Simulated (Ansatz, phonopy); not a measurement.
# Grüneisen parameters and expansion of InTe2 (hypothetical, Fm-3m), part 3 of 3

Aim: how the vibrations of InTe2 (hypothetical) shift with volume, and the expansion that follows. The crystal structure is hypothetical: it was made by swapping elements on a known structure type.

Ansatz 0.2.0; DFT PBEsol, scalar-relativistic, plane waves, PAW.

So far. Step 9 (Single point at a scaled cell, V/V0 0.985): The run ends at a pressure of 0.71 GPa. Step 10 (Lattice dynamics at this volume, V/V0 0.985): The lowest solved frequency is -85.8 cm⁻¹, so the cell is unstable here and gives no valid free energy. The highest zone-centre mode (no LO–TO term) moved by +5.1 % for a volume change of -1.5 %.

## 11. Single point at a scaled cell, V/V0 1.03

Symmetry fixes every atom, so a single point at the scaled cell gives the energy and pressure of this member.

The cell differs from the one that the last finished run ended in (a 5.080 → 5.156 Å, b 5.080 → 5.156 Å, c 5.080 → 5.156 Å).

input.yaml

```yaml
crystal:
  lattice:
    - [0.0, 3.6458650423, 3.6458650423]
    - [3.6458650423, 0.0, 3.6458650423]
    - [3.6458650423, 3.6458650423, 0.0]
  atoms:
    - { symbol: In, position: [0.0, 0.0, 0.0] }
    - { symbol: Te, position: [0.75, 0.75, 0.75] }
    - { symbol: Te, position: [0.25, 0.25, 0.25] }
kpoints:
  mp_grid: { grid: [10, 10, 10] }
hamiltonian:
  xc: pbesol
scf:
  occupations: { method: methfessel_paxton, width: 0.15 }
output:
  forces: true
  stress: true
  eigenvalues: true
```

On the command line:

```sh
$ ansatz run input.yaml --threads 4 --pin off --max-ram 8192MiB --backend cpu --events-out ev --progress --plain --runs-dir out
```

Numbers of over 12 decimals in the logs are rounded to 6 here.

Log:

```text
[...]
Crystal: 3 atoms, lattice volume = 96.924 Å³
Basis set: ecut = 420 eV, 1917 PW (Γ), exchange–correlation on 72×72×72 points (8 copies of the dense FFT grid, shifted against one another)
Bands: 27, of which v1, the nominal top of the filled ones, is band 23 counted from 1 (22 counted from 0)
Symmetry: 48 space group operations
[...]
k-points: 47 of 1000
[...]
--- Band table (eV; the first three rows and the last of 47) ---
  k-point 0: bands = [... 19 lower, 5.7684, 6.2536, 7.4623, 7.4623, 7.4623, 10.4195, 10.4195, 10.4195]
  k-point 1: bands = [... 19 lower, 5.7431, 5.9710, 7.3828, 7.3828, 8.1905, 10.5064, 10.5246, 10.5246]
  k-point 2: bands = [... 19 lower, 5.6900, 5.9701, 7.1638, 7.1638, 9.0268, 10.8760, 10.8760, 11.0997]
  k-point 46: bands = [... 19 lower, 5.4283, 6.7367, 8.4462, 9.2124, 9.3895, 11.6564, 13.0441, 13.4829]
[key lines of the parts left out:]
SCF converged after 6 iterations
Free energy (F): -19327.931246 eV
Fermi energy:    8.495607 eV
P = ⅓ Tr σ = -1.2681 GPa (-12.681 kbar)
```

Elapsed: 2 s, on 4 threads of Arm Neoverse V1, shared host; peak memory 0.45 GiB.

The run ends at a pressure of -1.27 GPa.

## 12. Phonons, V/V0 1.03

The same q-mesh and k-mesh are kept at every volume, so that much of their error can cancel in the differences.

input.yaml, the sections that differ from step 11:

```yaml
output:
  eigenvalues: true
phonons:
  method: dfpt
  qmesh: [2, 2, 2]
  temperatures: { t_max: 1000, t_step: 50 }
  qpath:
    path:
      - [[0.0, 0.0, 0.0], [0.5, 0.0, 0.5], [0.625, 0.25, 0.625]]
      - [[0.375, 0.375, 0.75], [0.0, 0.0, 0.0], [0.5, 0.5, 0.5], [0.5, 0.25, 0.75], [0.5, 0.0, 0.5]]
    npoints: 10
# crystal, kpoints, hamiltonian, scf: as in step 11
```

Log:

```text
[...]
Crystal: 3 atoms, lattice volume = 96.924 Å³
Basis set: ecut = 420 eV, 1917 PW (Γ), exchange–correlation on 72×72×72 points (8 copies of the dense FFT grid, shifted against one another)
Bands: 27, of which v1, the nominal top of the filled ones, is band 23 counted from 1 (22 counted from 0)
Symmetry: 48 space group operations
k-points: 47 of 1000
[...]
k-point 46: bands = [... 19 lower, 5.4284, 6.7368, 8.4463, 9.2125, 9.3896, 11.6565, 13.0442, 13.4830]
[...]
ASR residual: 2.611e-5 → 0.000e0 eV/Å²; symmetrization residual: 6.733e-5 eV/Å²
  ASR residual per site (eV/Å²): 2.61e-5 2.72e-7 2.72e-7
  Γ frequencies (cm⁻¹): -37.29 -37.29 -37.29 0.00 0.00 0.00 76.01 76.01 76.01
--- Phonons (arbitrary-q DFPT): 3 irreducible q on the 2×2×2 mesh ---
[...]
interpolated dispersion: 62 rows × 9 modes
[...]
[key lines of the parts left out:]
SCF converged after 9 iterations
Free energy (F): -19327.931246 eV
Fermi energy:    8.495722 eV
```

Run time: 1.9 min. Hardware: 4 threads; peak memory 2 GiB; 7.5 min of CPU time.

The lowest solved frequency is -83.8 cm⁻¹, so the cell is unstable here and gives no valid free energy. The highest zone-centre mode (no LO–TO term) moved by -10.0 % for a volume change of +3.0 %.

## 13. Single point at a scaled cell, V/V0 0.97

Symmetry fixes every atom, so a single point at the scaled cell gives the energy and pressure of this member.

The cell differs from the one that the last finished run ended in (a 5.156 → 5.054 Å, b 5.156 → 5.054 Å, c 5.156 → 5.054 Å).

input.yaml, the sections that differ from step 12:

```yaml
crystal:
  lattice:
    - [0.0, 3.573650624, 3.573650624]
    - [3.573650624, 0.0, 3.573650624]
    - [3.573650624, 3.573650624, 0.0]
  atoms:
    - { symbol: In, position: [0.0, 0.0, 0.0] }
    - { symbol: Te, position: [0.75, 0.75, 0.75] }
    - { symbol: Te, position: [0.25, 0.25, 0.25] }
output:
  forces: true
  stress: true
  eigenvalues: true
  write_density: true
  write_potential: true
  elf: true
  volumetric_format: npy
# kpoints, hamiltonian, scf: as in step 12
# phonons: removed
```

Log:

```text
[...]
Crystal: 3 atoms, lattice volume = 91.278 Å³
Basis set: ecut = 420 eV, 1807 PW (Γ), exchange–correlation on 72×72×72 points (8 copies of the dense FFT grid, shifted against one another)
Bands: 27, of which v1, the nominal top of the filled ones, is band 23 counted from 1 (22 counted from 0)
Symmetry: 48 space group operations
[...]
k-points: 47 of 1000
[...]
--- Band table (eV; the first three rows and the last of 47) ---
  k-point 0: bands = [... 19 lower, 6.4638, 7.3568, 8.2467, 8.2467, 8.2467, 11.2057, 11.2057, 11.2057]
  k-point 1: bands = [... 19 lower, 6.4324, 6.8847, 8.1643, 8.1643, 9.1256, 11.2996, 11.3102, 11.3102]
  k-point 2: bands = [... 19 lower, 6.3656, 6.7898, 7.9327, 7.9327, 10.0148, 11.6759, 11.6759, 11.9827]
  k-point 46: bands = [... 19 lower, 6.1049, 7.5216, 9.3543, 10.2015, 10.3958, 12.4323, 14.1262, 14.5414]
[key lines of the parts left out:]
SCF converged after 6 iterations
Free energy (F): -19327.930042 eV
Fermi energy:    9.392618 eV
P = ⅓ Tr σ = 1.4997 GPa (14.997 kbar)
```

Run time: 2.4 s. Hardware: 4 threads; peak memory 0.45 GiB.

The run ends at a pressure of 1.50 GPa.

## 14. Phonons, V/V0 0.97

Phonons at this volume give one point of F(V, T); meshes stay fixed along the series.

input.yaml, the sections that differ from step 13:

```yaml
output:
  eigenvalues: true
phonons:
  method: dfpt
  qmesh: [2, 2, 2]
  temperatures: { t_max: 1000, t_step: 50 }
  qpath:
    path:
      - [[0.0, 0.0, 0.0], [0.5, 0.0, 0.5], [0.625, 0.25, 0.625]]
      - [[0.375, 0.375, 0.75], [0.0, 0.0, 0.0], [0.5, 0.5, 0.5], [0.5, 0.25, 0.75], [0.5, 0.0, 0.5]]
    npoints: 10
# crystal, kpoints, hamiltonian, scf: as in step 13
```

Log:

```text
[...]
Crystal: 3 atoms, lattice volume = 91.278 Å³
Basis set: ecut = 420 eV, 1807 PW (Γ), exchange–correlation on 72×72×72 points (8 copies of the dense FFT grid, shifted against one another)
Bands: 27, of which v1, the nominal top of the filled ones, is band 23 counted from 1 (22 counted from 0)
Symmetry: 48 space group operations
k-points: 47 of 1000
[...]
k-point 46: bands = [... 19 lower, 6.1050, 7.5216, 9.3544, 10.2016, 10.3958, 12.4323, 14.1263, 14.5414]
[...]
ASR residual: 4.887e-5 → 0.000e0 eV/Å²; symmetrization residual: 5.361e-5 eV/Å²
  ASR residual per site (eV/Å²): 1.63e-5 4.89e-5 4.89e-5
  Γ frequencies (cm⁻¹): 0.00 0.00 0.00 22.34 22.34 22.34 93.22 93.22 93.22
--- Phonons (arbitrary-q DFPT): 3 irreducible q on the 2×2×2 mesh ---
[...]
interpolated dispersion: 62 rows × 9 modes
[...]
[key lines of the parts left out:]
SCF converged after 9 iterations
Free energy (F): -19327.930042 eV
Fermi energy:    9.392674 eV
```

Wall time 1.9 min (4 threads); peak memory 1.9 GiB; 7.3 min of CPU time.

The lowest solved frequency is -86.4 cm⁻¹, so the cell is unstable here and gives no valid free energy. The highest zone-centre mode (no LO–TO term) moved by +10.3 % for a volume change of -3.0 %.

## 15. Single point at a scaled cell, V/V0 1.05

Symmetry fixes every atom, so a single point at the scaled cell gives the energy and pressure of this member.

The cell differs from the one that the last finished run ended in (a 5.054 → 5.189 Å, b 5.054 → 5.189 Å, c 5.054 → 5.189 Å).

input.yaml, the sections that differ from step 14:

```yaml
crystal:
  lattice:
    - [0.0, 3.6693117641, 3.6693117641]
    - [3.6693117641, 0.0, 3.6693117641]
    - [3.6693117641, 3.6693117641, 0.0]
  atoms:
    - { symbol: In, position: [0.0, 0.0, 0.0] }
    - { symbol: Te, position: [0.75, 0.75, 0.75] }
    - { symbol: Te, position: [0.25, 0.25, 0.25] }
output:
  forces: true
  stress: true
  eigenvalues: true
# kpoints, hamiltonian, scf: as in step 14
# phonons: removed
```

Log:

```text
[...]
Crystal: 3 atoms, lattice volume = 98.806 Å³
Basis set: ecut = 420 eV, 1917 PW (Γ), exchange–correlation on 72×72×72 points (8 copies of the dense FFT grid, shifted against one another)
Bands: 27, of which v1, the nominal top of the filled ones, is band 23 counted from 1 (22 counted from 0)
Symmetry: 48 space group operations
[...]
k-points: 47 of 1000
[...]
--- Band table (eV; the first three rows and the last of 47) ---
  k-point 0: bands = [... 19 lower, 5.5545, 5.9160, 7.2196, 7.2196, 7.2196, 10.1764, 10.1764, 10.1764]
  k-point 1: bands = [... 19 lower, 5.5310, 5.7005, 7.1412, 7.1412, 7.9057, 10.2611, 10.2814, 10.2814]
  k-point 2: bands = [... 19 lower, 5.4819, 5.7225, 6.9264, 6.9264, 8.7214, 10.6281, 10.6281, 10.8292]
  k-point 46: bands = [... 19 lower, 5.2208, 6.4959, 8.1636, 8.9078, 9.0798, 11.4168, 12.7089, 13.1545]
[key lines of the parts left out:]
SCF converged after 6 iterations
Free energy (F): -19327.912017 eV
Fermi energy:    8.217327 eV
P = ⅓ Tr σ = -1.9925 GPa (-19.925 kbar)
```

Elapsed: 1.9 s, on 4 threads; peak memory 0.45 GiB; 7 s of CPU time.

The run ends at a pressure of -1.99 GPa.

## 16. Lattice dynamics at this volume, V/V0 1.05

Phonons at this volume give one point of F(V, T); meshes stay fixed along the series.

input.yaml, the sections that differ from step 15:

```yaml
output:
  eigenvalues: true
phonons:
  method: dfpt
  qmesh: [2, 2, 2]
  temperatures: { t_max: 1000, t_step: 50 }
  qpath:
    path:
      - [[0.0, 0.0, 0.0], [0.5, 0.0, 0.5], [0.625, 0.25, 0.625]]
      - [[0.375, 0.375, 0.75], [0.0, 0.0, 0.0], [0.5, 0.5, 0.5], [0.5, 0.25, 0.75], [0.5, 0.0, 0.5]]
    npoints: 10
# crystal, kpoints, hamiltonian, scf: as in step 15
```

Log:

```text
[...]
Crystal: 3 atoms, lattice volume = 98.806 Å³
Basis set: ecut = 420 eV, 1917 PW (Γ), exchange–correlation on 72×72×72 points (8 copies of the dense FFT grid, shifted against one another)
Bands: 27, of which v1, the nominal top of the filled ones, is band 23 counted from 1 (22 counted from 0)
Symmetry: 48 space group operations
k-points: 47 of 1000
[...]
k-point 46: bands = [... 19 lower, 5.2210, 6.4960, 8.1637, 8.9079, 9.0800, 11.4169, 12.7090, 13.1546]
[...]
ASR residual: 4.278e-5 → 0.000e0 eV/Å²; symmetrization residual: 7.229e-5 eV/Å²
  ASR residual per site (eV/Å²): 4.28e-5 1.92e-5 1.92e-5
  Γ frequencies (cm⁻¹): -41.99 -41.99 -41.99 0.00 0.00 0.00 70.47 70.47 70.47
--- Phonons (arbitrary-q DFPT): 3 irreducible q on the 2×2×2 mesh ---
[...]
interpolated dispersion: 62 rows × 9 modes
[...]
[key lines of the parts left out:]
SCF converged after 9 iterations
Free energy (F): -19327.912017 eV
Fermi energy:    8.217472 eV
```

Run time: 2 min. Hardware: 4 threads; peak memory 2 GiB; 7.7 min of CPU time.

The lowest solved frequency is -82.8 cm⁻¹, so the cell is unstable here and gives no valid free energy. The highest zone-centre mode (no LO–TO term) moved by -16.6 % for a volume change of +5.0 %.

## 17. How the modes move with volume

This step: DFT PBEsol, scalar-relativistic, plane waves, PAW (phonopy 4.10.0).

Volume series, by row:

```tsv
V/V0	V (Å³/atom)	pressure (GPa)	E - E0 (meV/atom)	gap (eV)	zero-point energy (meV/atom)	lowest on the path (cm⁻¹)	highest at Gamma without the LO-TO term (cm⁻¹)
0.97	30.43	1.5	4.203	0	-	-86.43	93.22
0.985	30.9	0.713	1.003	0	-	-85.78	88.81
1	31.37	-0.007	0	0	-	-85.12	84.48
1.015	31.84	-0.665	1.02	0	-	-84.44	80.21
1.03	32.31	-1.268	3.896	0	-	-83.75	76.01
1.05	32.94	-1.993	10.33	0	-	-82.83	70.47
```

## 18. Results

```json
{
  "lowest frequency over the volumes": "-86.4 cm⁻¹"
}
```

**Reading.** Imaginary modes appear at V/V0 = 0.97, 0.985, 1, 1.015, 1.03 and 1.05, so too few stable volumes remain for a free-energy fit. Mode Grüneisen parameters diverge near a vanishing branch and are not given. The softest solved mode at V/V0 = 0.97 is 86i cm⁻¹ at q = (0, -0.5, -0.5), and 2 of 3 solved wavevectors carry a mode beyond 8i cm⁻¹. The q-mesh is coarse, so only a few wavevectors were solved. In a metal soft modes also hang on the k-mesh and the smearing, which were not converged here. The PAW files were made for PBE and are used here under another functional, for which the program regenerates the frozen cores.

[Logs are printed without paths, hosts, clocks, repeated set-up lines and the standing remarks that a program may print on its own settings, such as how far it seeks lower states.]

[Hosts, paths, dates, database ids (printed as entryN), source tags and the programs' standing remarks are cut or masked in the printed files.]

[A step with changed settings may run another functional than the one named; its input shows which.]

[Of the runs on displaced cells, only some may be shown.]
